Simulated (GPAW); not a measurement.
# 1T-GeBr2 monolayer in an electric field

Wanted: the out-of-plane polarisability of 1T-GeBr2 monolayer.

Program: GPAW 26.7.0. Level of theory: GPAW, PAW setups; layer in a repeated cell with vacuum, relaxation of atoms and in-plane cell, in the first sound run; inputs show where later runs differ. Results are calculated unless marked as measured.

## 1. The starting structure

The cell holds 3 atoms: 2 Br and 1 Ge. Its edges and angles: a = 3.289 Å, b = 3.289 Å, c = 20.803 Å, α = 90.0°, β = 90.0°, γ = 120.0°. Vacuum lies along c.

## 2. Relaxing the atoms

Forces are removed first; all later runs use this geometry.

File run.py:

```python
import json
import numpy as np
from ase import Atoms
from ase.filters import FrechetCellFilter
from ase.optimize import BFGS
from gpaw import GPAW, PW

slab = Atoms(
    ['Br', 'Ge', 'Br'],
    positions=[
        [1.64437, 0.94938, 9.00000],
        [0.00000, 0.00000, 10.40155],
        [-0.00000, 1.89875, 11.80309]],
    cell=[[3.28874, 0.0, 0.0], [-1.64437, 2.84813, 0.0], [0.0, 0.0, 20.8031]],
    pbc=[True, True, True])

slab.calc = GPAW(mode=PW(600), xc='PBE', kpts={'size': (12, 12, 1), 'gamma': True},
                 occupations={'name': 'fermi-dirac', 'width': 0.05}, nbands='200%',
                 convergence={'density': 1e-05}, maxiter=200,
                 symmetry={'tolerance': 1e-3}, txt='slab.txt')
result = {}
# The in-plane cell is free; stress needs a cell that repeats along all three vectors
path = []
opt = BFGS(FrechetCellFilter(slab, mask=[1, 1, 0, 0, 0, 1]), maxstep=0.2)
opt.attach(lambda: path.append((slab.get_potential_energy(), slab.positions.tolist(), slab.get_forces().tolist())))
result['relaxed'] = bool(opt.run(fmax=0.02, steps=45))
result['path'] = path
result['cell'] = slab.cell.tolist()
print('in-plane lattice', slab.cell.cellpar().round(4)[[0, 1, 5]])
energy = slab.get_potential_energy()
fermi = slab.calc.get_fermi_level()
v = slab.calc.get_electrostatic_potential().mean((0, 1)) - fermi
n = slab.calc.get_pseudo_density().mean((0, 1))
L = slab.cell[2, 2]
z = np.arange(len(v)) * L / len(v)
low, high = slab.positions[:, 2].min(), slab.positions[:, 2].max()
below, above = np.interp([low - 6.8, high + 6.8], z, v)
slopes = [np.interp(x, z, np.gradient(v, z)) for x in (low - 6.8, high + 6.8)]
eps = np.array([[slab.calc.get_eigenvalues(k, s) for k in range(len(slab.calc.get_ibz_k_points()))]
                for s in range(slab.calc.get_number_of_spins())]) - fermi
top, bottom = eps[eps < 0].max(), eps[eps > 0].min()
dipole = slab.get_dipole_moment()[2]
print(f'energy {energy:.4f} eV, Fermi level {fermi:.4f} eV, dipole {dipole:.5f} e A')
print(f'potential 6.8 A off the faces, from the Fermi level: lower {below:.4f} eV, upper {above:.4f} eV')
print(f'slope of the potential there: lower {slopes[0]:.5f}, upper {slopes[1]:.5f} eV/A')
print(f'nearest levels on the mesh: {top:.4f} and {bottom:.4f} eV')
print('magnetic moment', round(slab.get_magnetic_moment(), 3))
result.update(energy=energy, fermi=fermi, dipole=dipole, below=below, above=above, slopes=slopes, edges=[top, bottom],
              z=z.tolist(), v=v.tolist(), n=n.tolist(), positions=slab.positions.tolist(),
              forces=slab.get_forces(apply_constraint=False).tolist(), moments=slab.get_magnetic_moments().tolist())
json.dump(result, open('result.json', 'w'))
```

Run with:

```bash
$ OMP_NUM_THREADS=1 OPENBLAS_NUM_THREADS=1 python run.py
```

Log:

```text
Step          Energy          fmax
BFGS:    0       -4.789425        7.176934
BFGS:    1       -6.886308        4.906815
BFGS:    2       -8.964874        1.889173
BFGS:    3       -9.345638        0.825980
BFGS:    4       -9.413169        0.371761
BFGS:    5       -9.423848        0.357753
BFGS:    6       -9.434824        0.407786
BFGS:    7       -9.456931        0.421203
BFGS:    8       -9.484519        0.334547
BFGS:    9       -9.505585        0.153959
BFGS:   10       -9.511093        0.043329
BFGS:   11       -9.511401        0.006773
in-plane lattice [  4.0669   4.0669 120.    ]
energy -9.5114 eV, Fermi level -2.9013 eV, dipole 0.00053 e A
potential 6.8 A off the faces, from the Fermi level: lower 5.4195 eV, upper 5.4197 eV
slope of the potential there: lower -0.00011, upper 0.00001 eV/A
nearest levels on the mesh: -1.1905 and 1.1576 eV
magnetic moment 0.0
```

Run time: 15 min. Hardware: 1 thread of Intel Xeon Platinum 8259CL at 2.50GHz (Skylake/Cascade Lake), shared host; peak memory 0.52 GiB.

Numbers from this step:

```yaml
dipole_along_the_normal: 5.35e-4 e·Å
levels_nearest_the_fermi_level_on_the_mesh: -1.191, 1.158 eV from the Fermi level
```

The electrostatic potential energy of an electron (without an applied field's), less the Fermi level, planar mean by z:

| z (Å) | electrostatic potential energy of an electron (without an applied field's), less the Fermi level, planar mean (eV) |
| --- | --- |
| 0.0 | 5.42 |
| 0.5 | 5.42 |
| 1.0 | 5.42 |
| 1.5 | 5.42 |
| 2.0 | 5.42 |
| 2.5 | 5.42 |
| 3.0 | 5.42 |
| 3.5 | 5.42 |
| 4.0 | 5.42 |
| 4.5 | 5.42 |
| 5.0 | 5.42 |
| 5.5 | 5.42 |
| 6.0 | 5.41 |
| 6.5 | 5.39 |
| 7.0 | 5.29 |
| 7.5 | 4.77 |
| 8.0 | 2.28 |
| 8.5 | -6.08 |
| 9.0 | -8.56 |
| 9.5 | -2.01 |
| 10.0 | -5.22 |
| 10.5 | -9.60 |
| 11.0 | -2.70 |
| 11.5 | -3.80 |
| 12.0 | -9.93 |
| 12.5 | -2.04 |
| 13.0 | 3.74 |
| 13.5 | 5.07 |
| 14.0 | 5.35 |
| 14.5 | 5.40 |
| 15.0 | 5.42 |
| 15.5 | 5.42 |
| 16.0 | 5.42 |
| 16.5 | 5.42 |
| 17.0 | 5.42 |
| 17.5 | 5.42 |
| 18.0 | 5.42 |
| 18.5 | 5.42 |
| 19.0 | 5.42 |
| 19.5 | 5.42 |
| 20.0 | 5.42 |
| 20.5 | 5.42 |

Pseudo valence density, planar mean against z:

| z (Å) | pseudo valence density, planar mean (e/Å³) |
| --- | --- |
| 5.0 | 1.4e-5 |
| 5.5 | 6.5e-5 |
| 6.0 | 3.2e-4 |
| 6.5 | 0.00154 |
| 7.0 | 0.00757 |
| 7.5 | 0.0372 |
| 8.0 | 0.154 |
| 8.5 | 0.284 |
| 9.0 | 0.297 |
| 9.5 | 0.276 |
| 10.0 | 0.209 |
| 10.5 | 0.0505 |
| 11.0 | 0.245 |
| 11.5 | 0.306 |
| 12.0 | 0.273 |
| 12.5 | 0.259 |
| 13.0 | 0.0910 |
| 13.5 | 0.0197 |
| 14.0 | 0.00400 |
| 14.5 | 8.2e-4 |
| 15.0 | 1.7e-4 |
| 15.5 | 3.6e-5 |
| 16.0 | 7.2e-6 |

The relaxation lowered the energy of the cell by 4.72 eV (energies extrapolated to zero smearing; the optimiser's log prints free energies). The largest force left on a free atom is 0.0017 eV/Å.

## 3. Plane waves, PBE

With the geometry fixed, the planar mean of the potential gives the vacuum level on each side.

This step: GPAW, PAW setups; slab in vacuum (GPAW 26.7.0).

The cell differs from the one that the last finished run ended in (c 20.803 → 21.209 Å).

run.py, as its differences from that of step 2:

```diff
@@ -3,4 +3,2 @@
 from ase import Atoms
-from ase.filters import FrechetCellFilter
-from ase.optimize import BFGS
 from gpaw import GPAW, PW
@@ -10,21 +8,14 @@
     positions=[
-        [1.64437, 0.94938, 9.00000],
-        [0.00000, 0.00000, 10.40155],
-        [-0.00000, 1.89875, 11.80309]],
-    cell=[[3.28874, 0.0, 0.0], [-1.64437, 2.84813, 0.0], [0.0, 0.0, 20.8031]],
-    pbc=[True, True, True])
+        [2.03345, 1.17402, 9.00000],
+        [-0.00000, -0.00000, 10.60433],
+        [0.00000, 2.34802, 12.20865]],
+    cell=[[4.0669, -0.0, 0.0], [-2.03345, 3.52203, 0.0], [0.0, 0.0, 21.2086]],
+    pbc=[True, True, False])
 
-slab.calc = GPAW(mode=PW(600), xc='PBE', kpts={'size': (12, 12, 1), 'gamma': True},
+slab.calc = GPAW(mode=PW(400), xc='PBE', kpts={'size': (12, 12, 1), 'gamma': True},
                  occupations={'name': 'fermi-dirac', 'width': 0.05}, nbands='200%',
                  convergence={'density': 1e-05}, maxiter=200,
+                 poissonsolver={'dipolelayer': 'xy'},
                  symmetry={'tolerance': 1e-3}, txt='slab.txt')
 result = {}
-# The in-plane cell is free; stress needs a cell that repeats along all three vectors
-path = []
-opt = BFGS(FrechetCellFilter(slab, mask=[1, 1, 0, 0, 0, 1]), maxstep=0.2)
-opt.attach(lambda: path.append((slab.get_potential_energy(), slab.positions.tolist(), slab.get_forces().tolist())))
-result['relaxed'] = bool(opt.run(fmax=0.02, steps=45))
-result['path'] = path
-result['cell'] = slab.cell.tolist()
-print('in-plane lattice', slab.cell.cellpar().round(4)[[0, 1, 5]])
 energy = slab.get_potential_energy()
```

Log:

```text
energy -9.5033 eV, Fermi level -2.7220 eV, dipole 0.00122 e A
potential 6.8 A off the faces, from the Fermi level: lower 5.1960 eV, upper 5.1885 eV
slope of the potential there: lower -0.00007, upper 0.00007 eV/A
nearest levels on the mesh: -1.4176 and 0.9304 eV
magnetic moment 0.0
```

Run time: 49 s. Hardware: 1 thread; peak memory 0.23 GiB.

This step gave:

| Item | Value |
| --- | --- |
| dipole along the normal | 0.001222 e·Å |
| levels nearest the Fermi level on the mesh | -1.418, 0.9304 eV from the Fermi level |
| upper work function | 5.188 eV |
| lower work function | 5.196 eV |
| upper ionisation energy | 6.606 eV |

Table of electrostatic potential energy of an electron (without an applied field's), less the Fermi level, planar mean by z:

z (Å), electrostatic potential energy of an electron (without an applied field's), less the Fermi level, planar mean (eV) and a bar from the least value:
```
      0.0        5.2 ##############################
      0.5        5.2 ##############################
      1.0        5.2 ##############################
      1.5        5.2 ##############################
      2.0        5.2 ##############################
      2.5        5.2 ##############################
      3.0        5.2 ##############################
      3.5        5.2 ##############################
      4.0        5.2 ##############################
      4.5        5.2 ##############################
      5.0        5.2 ##############################
      5.5        5.2 ##############################
      6.0        5.2 ##############################
      6.5        5.2 ##############################
      7.0        5.1 ##############################
      7.5        4.9 #############################
      8.0        3.5 ###########################
      8.5       -2.2 ################
      9.0      -10.2 
      9.5       -4.1 ############
     10.0       -2.9 ##############
     10.5       -9.8 #
     11.0       -5.6 #########
     11.5       -2.2 ###############
     12.0       -8.7 ###
     12.5       -6.4 #######
     13.0        2.0 ########################
     13.5        4.5 #############################
     14.0        5.1 ##############################
     14.5        5.2 ##############################
     15.0        5.2 ##############################
     15.5        5.2 ##############################
     16.0        5.2 ##############################
     16.5        5.2 ##############################
     17.0        5.2 ##############################
     17.5        5.2 ##############################
     18.0        5.2 ##############################
     18.5        5.2 ##############################
     19.0        5.2 ##############################
     19.5        5.2 ##############################
     20.0        5.2 ##############################
     20.5        5.2 ##############################
     21.0        5.2 ##############################
```

Pseudo valence density, planar mean against z:

| z (Å) | pseudo valence density, planar mean (e/Å³) |
| --- | --- |
| 5 | 7.7e-6 |
| 6 | 1.7e-4 |
| 7 | 0.00403 |
| 8 | 0.0899 |
| 9 | 0.276 |
| 10 | 0.243 |
| 11 | 0.207 |
| 12 | 0.297 |
| 13 | 0.157 |
| 14 | 0.00785 |
| 15 | 3.3e-4 |
| 16 | 1.3e-5 |

The layer is gapped, so the Fermi level lies somewhere inside the gap, set by smearing and numerics, and these work functions are no property of the material; the band edges below the vacuum level are. The potential is flat to 6.8e-5 eV/Å where it is read, so the vacuum is wide enough.

## 4. In a field

A uniform field along the normal polarises the slab; the atoms stay fixed, so this is the electronic response alone.

run.py, as its differences from that of step 3:

```diff
@@ -4,2 +4,3 @@
 from gpaw import GPAW, PW
+from gpaw.external import ConstantElectricField
 
@@ -18,2 +19,3 @@
                  poissonsolver={'dipolelayer': 'xy'},
+                 external=ConstantElectricField(-0.2, [0, 0, 1]),
                  symmetry={'tolerance': 1e-3}, txt='slab.txt')
```

Log:

```text
energy -9.5110 eV, Fermi level -2.7565 eV, dipole -0.07645 e A
potential 6.8 A off the faces, from the Fermi level: lower 4.7444 eV, upper 5.7102 eV
slope of the potential there: lower -0.00007, upper 0.00007 eV/A
nearest levels on the mesh: -1.3843 and 0.9632 eV
magnetic moment 0.0
```

Wall time 1.8 min (1 thread); peak memory 0.4 GiB.

This step gave:

```
dipole along the normal                                         : -0.07645 e·Å
levels nearest the Fermi level on the mesh                      : -1.384, 0.9632 eV from the Fermi level
potential below the slab, the applied field's own ramp left out : 4.744 eV from the Fermi level
potential above the slab, the applied field's own ramp left out : 5.710 eV from the Fermi level
```

The electrostatic potential energy of an electron (without an applied field's), less the Fermi level, planar mean by z:

z (Å), electrostatic potential energy of an electron (without an applied field's), less the Fermi level, planar mean (eV) and a bar from the least value:
```
      0.0        5.2 #############################
      0.5        4.7 ############################
      1.0        4.7 ############################
      1.5        4.7 ############################
      2.0        4.7 ############################
      2.5        4.7 ############################
      3.0        4.7 ############################
      3.5        4.7 ############################
      4.0        4.7 ############################
      4.5        4.7 ############################
      5.0        4.7 ############################
      5.5        4.7 ############################
      6.0        4.7 ############################
      6.5        4.7 ############################
      7.0        4.7 ############################
      7.5        4.4 ############################
      8.0        3.1 #########################
      8.5       -2.5 ###############
      9.0      -10.4 
      9.5       -4.3 ###########
     10.0       -3.0 ##############
     10.5       -9.8 #
     11.0       -5.4 #########
     11.5       -2.0 ################
     12.0       -8.4 ####
     12.5       -6.0 ########
     13.0        2.4 ########################
     13.5        5.0 #############################
     14.0        5.6 ##############################
     14.5        5.7 ##############################
     15.0        5.7 ##############################
     15.5        5.7 ##############################
     16.0        5.7 ##############################
     16.5        5.7 ##############################
     17.0        5.7 ##############################
     17.5        5.7 ##############################
     18.0        5.7 ##############################
     18.5        5.7 ##############################
     19.0        5.7 ##############################
     19.5        5.7 ##############################
     20.0        5.7 ##############################
     20.5        5.7 ##############################
     21.0        5.5 ##############################
```

Force by atom:

| atom | x (eV/Å) | y (eV/Å) | z (eV/Å) | size |
| --- | --- | --- | --- | --- |
| Br1 | 0.0000 | 0.0000 | 0.0350 | 0.0350 |
| Ge2 | 0.0000 | 0.0000 | -0.0775 | 0.0775 |
| Br3 | 0.0000 | 0.0000 | 0.0424 | 0.0424 |

The dipole is now -0.0765 e Å, against 0.0012 in the run without a field.

## 5. Field on

run.py, as its differences from that of step 4:

```diff
@@ -19,3 +19,3 @@
                  poissonsolver={'dipolelayer': 'xy'},
-                 external=ConstantElectricField(-0.2, [0, 0, 1]),
+                 external=ConstantElectricField(-0.1, [0, 0, 1]),
                  symmetry={'tolerance': 1e-3}, txt='slab.txt')
```

Log:

```text
energy -9.5052 eV, Fermi level -2.7629 eV, dipole -0.03822 e A
potential 6.8 A off the faces, from the Fermi level: lower 4.9918 eV, upper 5.4747 eV
slope of the potential there: lower -0.00007, upper 0.00007 eV/A
nearest levels on the mesh: -1.3770 and 0.9709 eV
magnetic moment 0.0
```

Wall time 1.9 min (1 thread); peak memory 0.4 GiB.

This step gave:

| Quantity | Value |
| --- | --- |
| dipole along the normal | -0.03822 e·Å |
| levels nearest the Fermi level on the mesh | -1.377, 0.9709 eV from the Fermi level |
| potential below the slab, the applied field's own ramp left out | 4.992 eV from the Fermi level |
| potential above the slab, the applied field's own ramp left out | 5.475 eV from the Fermi level |

The electrostatic potential energy of an electron (without an applied field's), less the Fermi level, planar mean by z:

| z (Å) | electrostatic potential energy of an electron (without an applied field's), less the Fermi level, planar mean (eV) |
| --- | --- |
| 0.0 | 5.23 |
| 0.5 | 4.99 |
| 1.0 | 4.99 |
| 1.5 | 4.99 |
| 2.0 | 4.99 |
| 2.5 | 4.99 |
| 3.0 | 4.99 |
| 3.5 | 4.99 |
| 4.0 | 4.99 |
| 4.5 | 4.99 |
| 5.0 | 4.99 |
| 5.5 | 4.99 |
| 6.0 | 4.99 |
| 6.5 | 4.98 |
| 7.0 | 4.92 |
| 7.5 | 4.66 |
| 8.0 | 3.36 |
| 8.5 | -2.32 |
| 9.0 | -10.3 |
| 9.5 | -4.17 |
| 10.0 | -2.94 |
| 10.5 | -9.76 |
| 11.0 | -5.47 |
| 11.5 | -2.10 |
| 12.0 | -8.55 |
| 12.5 | -6.19 |
| 13.0 | 2.25 |
| 13.5 | 4.80 |
| 14.0 | 5.33 |
| 14.5 | 5.44 |
| 15.0 | 5.47 |
| 15.5 | 5.47 |
| 16.0 | 5.47 |
| 16.5 | 5.47 |
| 17.0 | 5.47 |
| 17.5 | 5.47 |
| 18.0 | 5.47 |
| 18.5 | 5.47 |
| 19.0 | 5.47 |
| 19.5 | 5.47 |
| 20.0 | 5.47 |
| 20.5 | 5.47 |
| 21.0 | 5.38 |

The dipole is now -0.0382 e Å, against 0.0012 in the run without a field.

## 6. In a field

run.py, as its differences from that of step 5:

```diff
@@ -19,3 +19,3 @@
                  poissonsolver={'dipolelayer': 'xy'},
-                 external=ConstantElectricField(-0.1, [0, 0, 1]),
+                 external=ConstantElectricField(-0.05, [0, 0, 1]),
                  symmetry={'tolerance': 1e-3}, txt='slab.txt')
```

Log:

```text
energy -9.5038 eV, Fermi level -2.7646 eV, dipole -0.01911 e A
potential 6.8 A off the faces, from the Fermi level: lower 5.1141 eV, upper 5.3555 eV
slope of the potential there: lower -0.00007, upper 0.00007 eV/A
nearest levels on the mesh: -1.3751 and 0.9728 eV
magnetic moment 0.0
```

Elapsed: 2 min, on 1 thread; peak memory 0.4 GiB.

## 7. Field on

run.py, as its differences from that of step 6:

```diff
@@ -19,3 +19,3 @@
                  poissonsolver={'dipolelayer': 'xy'},
-                 external=ConstantElectricField(-0.05, [0, 0, 1]),
+                 external=ConstantElectricField(0.05, [0, 0, 1]),
                  symmetry={'tolerance': 1e-3}, txt='slab.txt')
```

Log:

```text
energy -9.5038 eV, Fermi level -2.7645 eV, dipole 0.01912 e A
potential 6.8 A off the faces, from the Fermi level: lower 5.3555 eV, upper 5.1140 eV
slope of the potential there: lower -0.00007, upper 0.00007 eV/A
nearest levels on the mesh: -1.3752 and 0.9728 eV
magnetic moment 0.0
```

It took 2 min on 1 thread; peak memory 0.4 GiB.

## 8. Field on

run.py, as its differences from that of step 7:

```diff
@@ -19,3 +19,3 @@
                  poissonsolver={'dipolelayer': 'xy'},
-                 external=ConstantElectricField(0.05, [0, 0, 1]),
+                 external=ConstantElectricField(0.1, [0, 0, 1]),
                  symmetry={'tolerance': 1e-3}, txt='slab.txt')
```

Log:

```text
energy -9.5052 eV, Fermi level -2.7629 eV, dipole 0.03823 e A
potential 6.8 A off the faces, from the Fermi level: lower 5.4747 eV, upper 4.9918 eV
slope of the potential there: lower -0.00007, upper 0.00007 eV/A
nearest levels on the mesh: -1.3770 and 0.9709 eV
magnetic moment 0.0
```

It took 2 min on 1 thread; peak memory 0.4 GiB.

The dipole is now 0.0382 e Å, against 0.0012 in the run without a field.

## 9. In a field

run.py, as its differences from that of step 8:

```diff
@@ -19,3 +19,3 @@
                  poissonsolver={'dipolelayer': 'xy'},
-                 external=ConstantElectricField(0.1, [0, 0, 1]),
+                 external=ConstantElectricField(0.2, [0, 0, 1]),
                  symmetry={'tolerance': 1e-3}, txt='slab.txt')
```

Log:

```text
energy -9.5110 eV, Fermi level -2.7564 eV, dipole 0.07646 e A
potential 6.8 A off the faces, from the Fermi level: lower 5.7102 eV, upper 4.7443 eV
slope of the potential there: lower -0.00007, upper 0.00007 eV/A
nearest levels on the mesh: -1.3844 and 0.9631 eV
magnetic moment 0.0
```

Elapsed: 2.1 min, on 1 thread; peak memory 0.4 GiB.

The dipole is now 0.0765 e Å, against 0.0012 in the run without a field.

(Part 1 of 2 ends here.)

[Logs are printed without paths, hosts, clocks, repeated set-up lines and the standing remarks that a program may print on its own settings, such as how far it seeks lower states.]

[Hosts, paths, dates, database ids (printed as entryN), source tags and the programs' standing remarks are cut or masked in the printed files.]
